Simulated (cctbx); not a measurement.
# Solving a structure by charge flipping

Cell a = 11.8980 Å, b = 11.8980 Å, c = 11.8980 Å, α = 90.00°, β = 90.00°, γ = 90.00°; space group Fm-3m (no. 225); content Sn12 Pd80 B24.

Simulated single-crystal data (cctbx): Ga Kα, λ = 1.3414 Å, to d = 0.83 Å, 50 % of the full sphere, strongest reflection 20000 counts, noise from counting, a 1.5 % proportional error and a noise floor of 15 counts (s.d.); no absorption.

Charge flipping in P1 on plain amplitudes to 0.9 Å, δ = 1.2 σ, 20 % of the reflections treated as weak, 200 cycles:

```text
cycle      R  skewness
    0  0.592     0.41
   16  0.407     2.78
   32  0.265     2.69
   48  0.259     2.63
   64  0.251     2.61
   80  0.244     2.64
   96  0.246     2.62
  112  0.252     2.67
  128  0.247     2.60
  144  0.247     2.63
  160  0.243     2.59
  176  0.243     2.56
  192  0.244     2.61
origin shift          correlation  skewness
 0.084  0.180  0.460      0.905     -0.29
 0.311  0.014  0.289      0.897      0.26
 0.326  0.136  0.295      0.910      4.09
 0.472  0.106  0.021      0.864      0.00
taken: symmetry correlation 0.910, skewness 4.09
peak      x       y       z  mult  height/sigma
Q1    0.2500  0.2500  0.2500    8     11.7
Q2    0.0000  0.1733  0.1733   48     10.0
Q3    0.0000  0.0000  0.0000    4      8.2
Q4    0.1146  0.1146  0.3854   32      7.4
Q5    0.0670  0.0670  0.0670   32      2.1
Q6    0.0000  0.0592  0.1585   96      1.6
Q7    0.0000  0.0000  0.2304   24      1.3
Q8    0.1871  0.1871  0.1871   32      1.3
Q9    0.0000  0.0000  0.0915   24      1.1
Q10   0.0000  0.1134  0.3269   96      1.0
```

The origin is taken among those within 0.04 of the best correlation, by the skewness of the map.

It took 3.6 s on 1 thread of Arm Neoverse N1 (shared host), peak memory 0.08 GiB.

**Question.** Which peaks are atoms, and which elements?

Heights follow Z only loosely here, so the multiplicities, which must add up to the content, decide. First model: Q1 = Sn1 (8 in the cell, height 11.7), Q2 = Pd1 (48 in the cell, height 10.0), Q3 = Sn2 (4 in the cell, height 8.2), Q4 = Pd2 (32 in the cell, height 7.4) and Q7 = B1 (24 in the cell, height 1.3). Against the true structure, Q1 is Sn, Q2 is Pd, Q3 is Sn, Q4 is Pd and Q7 is B; the other peaks are not atoms.

Least squares on F², isotropic:

```text
Rint 0.025, 110 unique reflections to 0.83 A
cycle     R1     wR2    GooF  max shift (A)
   1  0.1326  0.2896  25.733   0.39759
   3  0.0070  0.0141   1.250   0.00000
final R1 0.0070 wR2 0.0141 GooF 1.250  parameters 8  data/parameter 13.8
atom        x        y        z      Ueq    occ   su(xyz)  su(Uiso or U11)
Sn1    0.25000  0.25000  0.25000   0.0029  1.000  0.00000  0.0002
Pd1    0.00000  0.17100  0.17100   0.0040  1.000  0.00002  0.0001
Sn2    0.00000  0.00000  0.00000   0.0038  1.000  0.00000  0.0002
Pd2    0.11469  0.11469  0.38531   0.0034  1.000  0.00002  0.0001
B1     0.00000  0.00000  0.26865   0.0118  1.000  0.00076  0.0016
difference map: max 0.94 min -0.95 rms 0.19
Q1    0.1423  0.1423  0.3577   32    1.00  0.57 A from Pd2
Q2    0.0000  0.0000  0.0000    4    0.73  0.00 A from Sn2
Q3    0.0432  0.1707  0.1707   96    0.69  0.51 A from Pd1
Q4    0.0000  0.0000  0.2837   24    0.66  0.18 A from B1
Q5    0.0941  0.2500  0.2500   48    0.59  1.74 A from Pd1
```

Anisotropic refinement:

```text
Rint 0.025, 110 unique reflections to 0.83 A
cycle     R1     wR2    GooF  max shift (A)
   1  0.0071  0.0141   1.281   0.00205
   2  0.0052  0.0103   0.936   0.00006
final R1 0.0052 wR2 0.0103 GooF 0.936  parameters 12  data/parameter 9.2
atom        x        y        z      Ueq    occ   su(xyz)  su(Uiso or U11)
Sn1    0.25000  0.25000  0.25000   0.0029  1.000  0.00000  0.0001
Pd1    0.00000  0.17101  0.17101   0.0040  1.000  0.00001  0.0001
Sn2    0.00000  0.00000  0.00000   0.0040  1.000  0.00000  0.0002
Pd2    0.11468  0.11468  0.38532   0.0035  1.000  0.00001  0.0001
B1     0.00000  0.00000  0.26883   0.0119  1.000  0.00053  0.0020
difference map: max 1.00 min -0.82 rms 0.17
Q1    0.0000  0.0000  0.0000    4    1.00  0.00 A from Sn2
Q2    0.0000  0.0000  0.2885   24    0.83  0.23 A from B1
Q3    0.1447  0.1447  0.3553   32    0.60  0.62 A from Pd2
Q4    0.0923  0.2500  0.2500   48    0.54  1.72 A from Pd1
Q5    0.0513  0.0513  0.4487   32    0.41  1.31 A from Pd2
Q6    0.0000  0.0995  0.3017   96    0.38  1.25 A from B1
```

**Reading.** The refinement ends at R1 = 0.0052, wR2 = 0.0103, GooF = 0.94, with difference density between -0.82 and 1.00 e/Å³. Every site matches the true model in element, within 0.006 Å r.m.s., up to an allowed shift of origin.

True model:

| atom | mult. | x | y | z | Ueq (Å²) |
| --- | --- | --- | --- | --- | --- |
| Sn1 | 8 | 1/4 | 3/4 | 3/4 | 0.0030 |
| Sn2 | 4 | 0 | 0 | 0 | 0.0040 |
| Pd1 | 48 | 0 | 0.8290 | 0.8290 | 0.0040 |
| Pd2 | 32 | 0.3853 | 0.8853 | 0.8853 | 0.0035 |
| B1 | 24 | 0.7323 | 0 | 0 | 0.0116 |

The model was made for the exercise: a known structure type with other elements put in, its volume estimated, not relaxed; displacement parameters are assumed.

[Middle refinement cycles are left out of these outputs.]

[Logs are printed without paths, hosts, clocks, repeated set-up lines and the standing remarks that a program may print on its own settings, such as how far it seeks lower states.]
